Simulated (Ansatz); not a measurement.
# A frame of liquid (K,Li)2CO3 from 1100 K (108 atoms): geometry optimisation, part 3 of 3

Aim: bring a frame of liquid (K,Li)2CO3 from 1100 K (108 atoms) to a nearby minimum of the energy and see what moves.

Ansatz 0.2.0; Kohn-Sham DFT, PBE, PAW (set soft_2), plane waves.

The cell: 18 C, 54 O, 14 K and 22 Li. The network of bonds at the start is that of the classical potential that made the cell. Only the Γ point is sampled, in a cell whose shortest periodic width is 12 Å.

So far, density (g/cm³): step 4 (structure statistics after relaxation) 1.85.

### Step 5. Single point at the relaxed geometry

One more single point at the end of the walk gives the fuller output and checks the residual forces.

Contents of input.yaml:

```yaml
crystal:
  lattice:
    - [11.69092, 0.0, 0.0]
    - [0.0, 11.69092, 0.0]
    - [0.0, 0.0, 11.69092]
  atoms:
    - { symbol: C, position: [0.38105, 0.15642, 0.04795] }
    - { symbol: O, position: [0.48832, 0.18681, 0.03876] }
    - { symbol: O, position: [0.34975, 0.05274, 0.02256] }
    - { symbol: O, position: [0.306, 0.22889, 0.0843] }
    - { symbol: C, position: [0.25662, 0.71514, 0.64614] }
    - { symbol: O, position: [0.20305, 0.66469, 0.73121] }
    - { symbol: O, position: [0.31832, 0.80528, 0.67194] }
    - { symbol: O, position: [0.24777, 0.67759, 0.54452] }
    - { symbol: C, position: [0.33157, 0.19294, 0.68541] }
    - { symbol: O, position: [0.42135, 0.25456, 0.70244] }
    - { symbol: O, position: [0.23008, 0.23588, 0.67513] }
    - { symbol: O, position: [0.34056, 0.08066, 0.67759] }
    - { symbol: C, position: [0.59691, 0.94945, 0.57027] }
    - { symbol: O, position: [0.5157, 0.94266, 0.49306] }
    - { symbol: O, position: [0.57149, 0.9245, 0.67526] }
    - { symbol: O, position: [0.69866, 0.98104, 0.5421] }
    - { symbol: C, position: [0.74321, 0.23411, 0.23177] }
    - { symbol: O, position: [0.82386, 0.28417, 0.289] }
    - { symbol: O, position: [0.74254, 0.24592, 0.11988] }
    - { symbol: O, position: [0.66677, 0.17057, 0.27981] }
    - { symbol: C, position: [0.60222, 0.93168, 0.0385] }
    - { symbol: O, position: [0.68191, 0.99577, 0.99953] }
    - { symbol: O, position: [0.56413, 0.94807, 0.14334] }
    - { symbol: O, position: [0.54995, 0.85451, 0.97693] }
    - { symbol: C, position: [0.05819, 0.05961, 0.21426] }
    - { symbol: O, position: [0.0876, 0.03436, 0.31722] }
    - { symbol: O, position: [0.03573, 0.16546, 0.18709] }
    - { symbol: O, position: [0.05393, 0.98158, 0.13501] }
    - { symbol: C, position: [0.12495, 0.44366, 0.04408] }
    - { symbol: O, position: [0.04362, 0.37834, 0.08265] }
    - { symbol: O, position: [0.11623, 0.49045, 0.9437] }
    - { symbol: O, position: [0.21365, 0.46211, 0.10813] }
    - { symbol: C, position: [0.30029, 0.80156, 0.25413] }
    - { symbol: O, position: [0.32508, 0.84501, 0.35321] }
    - { symbol: O, position: [0.29311, 0.86742, 0.16589] }
    - { symbol: O, position: [0.28226, 0.6918, 0.24668] }
    - { symbol: C, position: [0.98546, 0.93031, 0.66392] }
    - { symbol: O, position: [0.04964, 0.00772, 0.61571] }
    - { symbol: O, position: [0.89694, 0.96106, 0.72326] }
    - { symbol: O, position: [0.00873, 0.8229, 0.64894] }
    - { symbol: C, position: [0.30011, 0.37391, 0.33854] }
    - { symbol: O, position: [0.2946, 0.47002, 0.39548] }
    - { symbol: O, position: [0.39839, 0.3488, 0.29096] }
    - { symbol: O, position: [0.21315, 0.3077, 0.32895] }
    - { symbol: C, position: [0.85292, 0.74267, 0.24596] }
    - { symbol: O, position: [0.84671, 0.80371, 0.15274] }
    - { symbol: O, position: [0.95381, 0.72594, 0.29196] }
    - { symbol: O, position: [0.76081, 0.70204, 0.29115] }
    - { symbol: C, position: [0.16232, 0.76471, 0.98744] }
    - { symbol: O, position: [0.08409, 0.722, 0.05196] }
    - { symbol: O, position: [0.25642, 0.70875, 0.96553] }
    - { symbol: O, position: [0.14936, 0.86376, 0.93802] }
    - { symbol: C, position: [0.93849, 0.49767, 0.58273] }
    - { symbol: O, position: [0.98486, 0.44643, 0.49561] }
    - { symbol: O, position: [0.83508, 0.53759, 0.57568] }
    - { symbol: O, position: [0.99576, 0.51073, 0.67716] }
    - { symbol: C, position: [0.81986, 0.61867, 0.87359] }
    - { symbol: O, position: [0.83711, 0.53613, 0.94749] }
    - { symbol: O, position: [0.71958, 0.62794, 0.82776] }
    - { symbol: O, position: [0.90312, 0.68778, 0.84999] }
    - { symbol: C, position: [0.4656, 0.48902, 0.95761] }
    - { symbol: O, position: [0.40461, 0.5108, 0.86694] }
    - { symbol: O, position: [0.44046, 0.52781, 0.05763] }
    - { symbol: O, position: [0.55534, 0.42414, 0.94394] }
    - { symbol: C, position: [0.7023, 0.28633, 0.75296] }
    - { symbol: O, position: [0.73308, 0.28516, 0.85946] }
    - { symbol: O, position: [0.65014, 0.37876, 0.71466] }
    - { symbol: O, position: [0.72022, 0.20152, 0.68583] }
    - { symbol: C, position: [0.55294, 0.59258, 0.49256] }
    - { symbol: O, position: [0.58751, 0.6402, 0.58451] }
    - { symbol: O, position: [0.48553, 0.64437, 0.41992] }
    - { symbol: O, position: [0.58435, 0.4876, 0.46819] }
    - { symbol: K, position: [0.10107, 0.84665, 0.44209] }
    - { symbol: K, position: [0.32751, 0.07663, 0.30072] }
    - { symbol: K, position: [0.79469, 0.49592, 0.36175] }
    - { symbol: K, position: [0.65044, 0.67224, 0.08892] }
    - { symbol: K, position: [0.20152, 0.44948, 0.60501] }
    - { symbol: K, position: [0.5166, 0.72543, 0.7897] }
    [... 24 atom lines left out ...]
    - { symbol: Li, position: [0.17436, 0.08213, 0.66641] }
    - { symbol: Li, position: [0.63016, 0.28887, 0.00434] }
    - { symbol: Li, position: [0.02258, 0.67274, 0.72433] }
    - { symbol: Li, position: [0.92264, 0.27429, 0.14543] }
    - { symbol: Li, position: [0.29624, 0.61274, 0.0983] }
    - { symbol: Li, position: [0.48753, 0.38225, 0.77869] }
kpoints:
  mp_grid: { grid: [1, 1, 1] }
hamiltonian:
  xc: pbe
scf:
  occupations: { method: gaussian, width: 0.025 }
output:
  forces: true
  stress: true
  populations: true
  dos:
    method: { smearing: { sigma: 0.08 } }
    de: 0.1
    projected: { site_lists: { C: [C], K: [K], Li: [Li], O: [O] } }
  eigenvalues: true
  write_density: true
  write_potential: true
  volumetric_format: npy
```

Run with:

```bash
$ ansatz run input.yaml --threads 4 --pin off --max-ram 8192MiB --backend cpu --events-out ev --progress --plain --runs-dir out
```

Numbers of over 12 decimals in the logs are rounded to 6 here.

Output:

```text
[...]
Crystal: 108 atoms, lattice volume = 1597.887 Å³
Basis set: ecut = 420 eV, 31343 PW (Γ), exchange–correlation on 160×160×160 points (8 copies of the dense FFT grid, shifted against one another)
Bands: 402, of which v1, the nominal top of the filled ones, is band 294 counted from 1 (293 counted from 0)
Symmetry: 1 space group operations
[...]
k-points: 1
[...]
SCF iter   1: F=—  HF=-61252.409805 eV  |F-HF|=—  |Δ(HF+E_count)|=         —  Δρ=1.94e-3  dr2=8.47e-2  ethr=1.77e-3  ⟨swp⟩=6.0  Hψ=1725  notcnv=0  defer=47
[...]
SCF iter   9: F=-61252.409420 eV  HF=-61252.409420 eV  |F-HF|=1.60e-8  |Δ(HF+E_count)|=   2.55e-8  Δρ=2.46e-6  dr2=8.96e-8  ethr=1.70e-11  ⟨swp⟩=18.0  Hψ=3682  notcnv=0
SCF 1 converged in 9 iterations: F = -61252.409420 eV  dr2 = 8.96e-8
[...]
WARN: The input density's exchange-correlation potential varies sharply where the density is thin. Do not read a vacuum level from v_tot or v_xc, or from such a field of the output density. On a cell that repeats whose density bears no net charge and no dipole along the vacuum's axis use v_es (v_loc + v_h of the components); [...]
SCF converged after 9 iterations
Free energy (F): -61252.409420 eV
[...]
Internal energy: -61252.409420 eV  (E = F + TS)
E sigma→0 (E₀):  -61252.409420 eV
Fermi energy:    3.924578 eV
[...]
--- Forces (eV/Å), atoms counted from 1 ---
  atom   1  C     -0.00008457     0.00382392     0.01002543
  atom   2  O     -0.00804867     0.00019188    -0.00094567
  atom   3  O     -0.00199671    -0.00518856    -0.00187563
  atom   4  O     -0.00202692     0.00615557     0.00213587
  atom   5  C     -0.00381696    -0.00383351    -0.00551121
  atom   6  O     -0.00490104    -0.00722237     0.00170765
  atom   7  O      0.00765955     0.01130559    -0.00428359
  atom   8  O      0.00091715    -0.00129488    -0.00121478
  atom   9  C      0.01869252     0.00761392    -0.00332076
  atom  10  O     -0.01581941    -0.01030266     0.00058391
  atom  11  O      0.00761725    -0.00880418     0.00847179
  atom  12  O     -0.00727253     0.00166471     0.00104248
  atom  13  C      0.01266100    -0.00405740     0.00678087
  atom  14  O     -0.00457932    -0.00471750    -0.00093558
[...]
atom 107  Li     0.00097083    -0.01204454    -0.00000308
  atom 108  Li    -0.00189488     0.00083051    -0.00275587
  max |Σ_I F_I| component: 1.82e-4 eV/Å
--- Stress (GPa, compression-positive) ---
       -0.185097      -0.104638       0.089663
       -0.104635      -0.333423       0.045761
        0.089664       0.045761       0.491474
  P = ⅓ Tr σ = -0.0090 GPa (-0.090 kbar)
--- Band table (eV) ---
[...]
--- Löwdin populations: 108 sites ---
  site symbol       q [e]
     0      C      3.3303
     1      O      6.6717
     2      O      6.6569
[...]
107     Li      2.2176
  spilling = 0.008672 (of n_electrons = 588.000000)
```

It took 28 s on 4 threads of Arm Neoverse V1, shared host; peak memory 2.1 GiB.

The program notes that the exchange-correlation potential is rough where the density is thin.

Numbers from this run:

* free energy: -61252.4094 eV
* free energy per atom: -567.1519 eV/atom
* SCF cycles: 9
* pressure: -0.009015 GPa
* r.m.s. force component: 0.00664 eV/Å
* longest force: 0.03135 eV/Å
* Fermi energy: 3.925 eV
* gap (highest filled to lowest empty level): 3.567 eV
* spilling of the projection: 0.008672

Löwdin charges by element and coordination (they lack the spilled electrons, 0.047 e an atom on average):

```
element  coordination  atoms  mean charge (e)  spread   least    most
      C           all     18            0.654  0.0153   0.616   0.672
      K           all     14            0.854  0.0106   0.842   0.877
      K             5      4            0.858  0.0116   0.847   0.877
      K             6      6            0.853  0.0106   0.842   0.868
      K             7      2            0.858  0.0084   0.849   0.866
      K             8      2            0.848  0.0026   0.845   0.850
     Li           all     22            0.774  0.0117   0.756   0.804
     Li             3      3            0.789  0.0106   0.779   0.804
     Li             4     17            0.773  0.0096   0.756   0.789
     Li             5      2            0.760       0   0.760   0.760
      O           all     54           -0.661  0.0235  -0.710  -0.605
      O             3      3           -0.654  0.0209  -0.683  -0.634
      O             4     37           -0.659  0.0244  -0.710  -0.605
      O             5     14           -0.666  0.0206  -0.705  -0.620
```

Density of states as counts of states in windows of 1 eV (from the Fermi level), total and the larger projections:

```
from (eV)  to (eV)  total   O p   C p  O s  K s
      -10       -9   30.2  16.7   0.2  8.5  0.3
       -9       -8   36.8  24.0   6.4  4.7  0.2
       -8       -7   73.0  45.6  18.7  6.7  0.3
       -7       -5    0.0   0.0   0.0  0.0  0.0
       -5       -4   52.7  49.8   0.1  0.2  0.3
       -4       -3   91.3  88.5   0.1  0.1  0.5
       -3       -2   28.1  27.6   0.0  0.0  0.0
       -2       -1    7.9   7.8   0.0  0.0  0.0
       -1        1    0.0   0.0   0.0  0.0  0.0
        1        2    2.0   0.0   0.0  0.3  1.0
        2        3    9.4   1.2   1.7  0.5  3.5
        3        4   45.8  12.6  15.3  1.1  5.7
        4        5   27.4   2.0   1.6  1.3  5.5
```

The curve was stored every 0.100 eV, coarse against its broadening of 0.08 eV, so these counts are rough.

Between -26 and -10 eV lie 196 more states.

The stored curve holds about 516 of the 588 electrons; the rest, give or take the few that broadening carries across the Fermi level, lie in deeper levels below its range.

The levels nearest the highest filled one (over half full), pooled over k-points and spins:

```
level less the highest filled one (eV)  occupation
                                -0.453           2
                                -0.249           2
                                -0.127           2
                                -0.110           2
                               -0.0602           2
                                     0           2
                                  3.57           0
                                  4.31           0
                                  4.41           0
                                  4.62           0
                                  4.73           0
                                  4.79           0
```

Electrostatic potential energy in the ac plane at fractional y = 0.496, with atoms of O and C and K and Li within 0.2 Å of it. With pseudopotentials it is smooth inside the atoms' cores, unlike the true potential.

Values in eV, 13 rows by 16 columns, each cell a mean:
```
  5 -26 -26   5   6   6 -10 -37 -14   4   5   3   3 -19   2   6
  7  -1  -1   4   3  -1 -34 -16   3   5  -3 -13   2   2   6   6
  7   7   6   5   5   6  -3   4   6   6   4   1   5   6   7   7
-10   7   5   4   5   6   6   6   6   6   5   5   6   7   7  -7
-18   5  -6 -18  -2   5   6   6   6   5 -10 -16   4   3  -5 -28
  1   5  -7 -19  -2   5   6   7   6   4  -4  -6   2 -19 -25 -32
 -2   7   5   4   5   7   7   6  -5 -30  -3   6   5   5   3 -10
  6   4   5   6 -21 -12   3  -7  -3 -13   2   0 -21 -15   4   6
 -4 -21  -7   5  -4  -1  -2 -22  -4   6   5  -5 -33 -27   1   4
 -5 -22  -7   5   7   6   5   3   4   6   5   4  -1   1   4   4
  4   3   5   3   6   6   6   7   7   6   6   6   6   6   6   6
  6   2  -4 -27  -1   6  -1  -6   7   7   6   6   7   7   7   7
  5  -6 -11   2   7   7  -9 -28   1   7   7   7   7   7   7   7
```
Columns run along a (11.7 Å; values clipped at the 3rd and 97th percentile), rows up along c (11.7 Å). Atoms in or near the plane, at fractional coordinates: O at (0.12, 0.94), C at (0.94, 0.58), O at (0.00, 0.68), C at (0.47, 0.96), O at (0.40, 0.87), O at (0.58, 0.47), K at (0.79, 0.36), Li at (0.69, 0.62), Li at (0.46, 0.36).

Valence density in the ac plane at fractional y = 0.496, with atoms of O and C and K and Li within 0.2 Å of it. It is the smooth field of the valence electrons, not physical close to the nuclei.

Ten steps, logarithmic in the rise over the least value, from '0' (0.0 e/Å³) to '9' (6.6 e/Å³), each cell a mean:
```
147997421001356766542100136775311
247998521013567765543111246775311
124665311125898643322256324543210
011222100125898632111146311221100
100000000013465321000111100000001
321000000000122100000111000000123
763100110000000000001111000001357
985223443100000000001133111112479
864236775310000000001588423444578
532246776310000000111588446777776
532125664210000012333222236776676
642111222111000124787521123444567
642100123443110136899631122222356
321100136886311235787522456642234
122321247997426863443213688863111
246653235665327972111013688863100
367874212332112430000002467642001
257764100000000000000000123210000
124432111000000000000000000000000
001123443210001100000000000000000
011235776421123321000000000000000
112346887422357752100000000000000
123555665312478863110000001111000
124665432111357764321000123443100
```
Columns run along a (11.7 Å), rows up along c (11.7 Å). Atoms in or near the plane, at fractional coordinates: O at (0.12, 0.94), C at (0.94, 0.58), O at (0.00, 0.68), C at (0.47, 0.96), O at (0.40, 0.87), O at (0.58, 0.47), K at (0.79, 0.36), Li at (0.69, 0.62), Li at (0.46, 0.36).

Mean Löwdin charges: C +0.65, K +0.85, Li +0.77, O -0.66 e (they miss 0.87 % of the electrons, so they add up to more than the cell's charge). The largest share in the top eV of filled states is O p (100 % of the projected weight), and in the lowest eV of empty states K s (56 % of the projected weight).

The surroundings of K80, which has 8 bonded neighbours where the commonest count for K is 6, nearest first, numbered as they follow in the input and with coordinates relative to it.

```
 atom      x      y      z  distance (Å)  bonds  Löwdin charge (e)
  K80   0.00   0.00   0.00          0.00      8               0.85
  O15   0.46  -1.78  -1.88          2.63      5              -0.66
   O2  -0.51   1.28   2.37          2.75      4              -0.67
  O22   1.75  -0.95   1.92          2.76      4              -0.61
  O10  -1.29   2.08  -1.56          2.90      4              -0.64
  O12  -2.24   0.04  -1.85          2.90      4              -0.71
  C21   0.82  -1.70   2.37          3.03      3               0.62
   O3  -2.13  -0.28   2.19          3.07      5              -0.66
  O24   0.21  -2.60   1.65          3.09      5              -0.67
  O68   2.20   1.45  -1.75          3.17      4              -0.63
   C1  -1.77   0.93   2.48          3.18      3               0.67
   C9  -2.34   1.35  -1.76          3.23      3               0.66
 Li87  -1.50  -1.59  -2.41          3.26      4               0.77
  C65   1.99   2.45  -0.97          3.30      3               0.66
Li104   1.15   2.48   1.97          3.37      4               0.78
  O66   2.35   2.43   0.28          3.39      4              -0.64
```

The column of bonds counts only the pairs O-Li within 2.33 Å, O-C within 1.73 Å, O-K within 3.33 Å; other neighbours, such as metal atoms beside each other in a compound, aren't counted, and periodic images can show an atom twice.

### Step 6. Other settings

Changed here: hamiltonian.pseudopotentials.kind = "paw" and hamiltonian.pseudopotentials.source = "ansatz".

This step: Kohn-Sham DFT, PBE, PAW (ansatz set), plane waves (Ansatz 0.2.0).

Contents of input.yaml:

```yaml
crystal:
  lattice:
    - [11.69092, 0.0, 0.0]
    - [0.0, 11.69092, 0.0]
    - [0.0, 0.0, 11.69092]
  atoms:
    [... the 108 atom lines of step 2 ...]
kpoints:
  mp_grid: { grid: [1, 1, 1] }
hamiltonian:
  xc: pbe
  pseudopotentials: { kind: paw, source: ansatz }
scf:
  occupations: { method: gaussian, width: 0.025 }
output:
  forces: true
  stress: true
  populations: intrinsic
  dos:
    method: { smearing: { sigma: 0.1 } }
    de: 0.1
    projected: { site_lists: { C: [C], K: [K], Li: [Li], O: [O] } }
  eigenvalues: true
```

Output:

```text
[...]
Crystal: 108 atoms, lattice volume = 1597.887 Å³
Basis set: ecut = 930 eV, 102831 PW (Γ), exchange–correlation on 270×270×270 points (8 copies of the dense FFT grid, shifted against one another)
Bands: 402, of which v1, the nominal top of the filled ones, is band 294 counted from 1 (293 counted from 0)
Symmetry: 1 space group operations
[...]
k-points: 1
[...]
SCF iter   1: F=—  HF=-61264.395116 eV  |F-HF|=—  |Δ(HF+E_count)|=         —  Δρ=8.24e-2  dr2=1.52e2  ethr=3.10e-3  ⟨swp⟩=7.0  Hψ=1926  notcnv=0  defer=73
[...]
SCF iter  14: F=-61222.998155 eV  HF=-61222.998155 eV  |F-HF|=3.76e-8  |Δ(HF+E_count)|=   7.12e-8  Δρ=2.54e-6  dr2=8.83e-8  ethr=1.70e-11  ⟨swp⟩=20.0  Hψ=3233  notcnv=0
SCF 1 converged in 14 iterations: F = -61222.998155 eV  dr2 = 8.83e-8
[...]
SCF converged after 14 iterations
Free energy (F): -61222.998155 eV
[...]
Internal energy: -61222.998155 eV  (E = F + TS)
E sigma→0 (E₀):  -61222.998155 eV
Fermi energy:    3.994738 eV
[...]
--- Forces (eV/Å), atoms counted from 1 ---
  atom   1  C      5.42542595     6.63106793     3.77670677
  atom   2  O      1.18543370     2.17623577    -0.03369626
  atom   3  O     -5.31102700   -10.96475286    -4.21913971
  atom   4  O     -0.89072807     2.72073436    -0.49301452
  atom   5  C     -0.60190465     2.25714670     3.92533099
  atom   6  O     -2.08487319    -1.34243818     7.39275667
  atom   7  O      4.31897040     7.34779218    -1.49696424
  atom   8  O     -0.91589940    -7.60262248    -8.94707896
  atom   9  C      0.86118803     7.07205593    -0.11339472
  atom  10  O     -1.09766391     0.08239643     1.75569236
  atom  11  O      0.98878354    -0.61719573     0.14840192
  atom  12  O     -0.36059810    -6.09500142    -1.72817415
  atom  13  C      1.20074282    -7.05713203     0.29877314
  atom  14  O     -2.84815861     4.79711627    -4.81146266
[...]
atom 107  Li    -0.13346150    -0.67376739     0.09734633
  atom 108  Li    -0.91136665     0.44393694     0.72888788
  max |Σ_I F_I| component: 1.24e-4 eV/Å
--- Stress (GPa, compression-positive) ---
        5.450406       1.531937      -0.563663
        1.531937       7.505271      -0.809307
       -0.563663      -0.809307       7.282484
  P = ⅓ Tr σ = 6.7461 GPa (67.461 kbar)
--- Band table (eV) ---
[...]
--- intrinsic populations: 108 sites ---
  site symbol       q [e]
     0      C      3.3396
     1      O      6.7962
     2      O      6.7056
[...]
107     Li      2.2050
  spilling = 0.000000 (of n_electrons = 588.000000)
```

The job ended after 98 s (4 threads; peak memory 6.2 GiB).

Geometry and reference: those of the single point at the start.

Forces differ from those of the single point at the start by 11 meV/Å r.m.s., 0.41 % of their size; the pressure by +0.029 GPa. It took 3.6 times the reference's time (shared host, so rough).

### Step 7. Results

```
energy change in the relaxation                  : -248.4 meV/atom
r.m.s. displacement                              : 0.845 Å
largest displacement                             : 2.647 Å
free energy per atom                             : -567.1519 eV/atom
pressure                                         : -0.009015 GPa
r.m.s. force component                           : 0.00664 eV/Å
gap (highest filled to lowest empty level) : 3.567 eV
wall time of the 4 DFT runs                      : 13 min
```

What this shows: Relaxation lowers the energy by 248 meV/atom and moves atoms by 0.84 Å r.m.s.; the r.m.s. force component goes from 2.7 to 0.0066 eV/Å, the pressure goes from 6.7 to -0.0090 GPa, and the gap from 1.83 to 3.57 eV. By the final cutoffs 27 of 202 bonded pairs parted and 52 joined. First to last step the energy falls by 26.825 eV; the largest move, 2.65 Å, is that of Li101. The O-Li bonds change most in mean length: from 2.082 Å (spread 0.140) to 1.991 Å (spread 0.077), and their number from 73 to 87. Counting bonds as in the table, all C atoms have 3, 43 % of K atoms have 6, 77 % of Li atoms have 4 and 69 % of O atoms have 4 bonded neighbours. The highest filled and lowest empty levels differ by 3.57 eV (at Γ alone); a semilocal functional tends to put such gaps too low. In a disordered cell it changes from sample to sample and from frame to frame.

**Limits.** The network of bonds at the start is that of the classical potential that made the cell; in DFT 27 of its 202 bonded pairs passed out of the cutoffs and 52 came within them.

[Logs are printed without paths, hosts, clocks, repeated set-up lines and the standing remarks that a program may print on its own settings, such as how far it seeks lower states.]

[Hosts, paths, dates, database ids (printed as entryN), source tags and the programs' standing remarks are cut or masked in the printed files.]
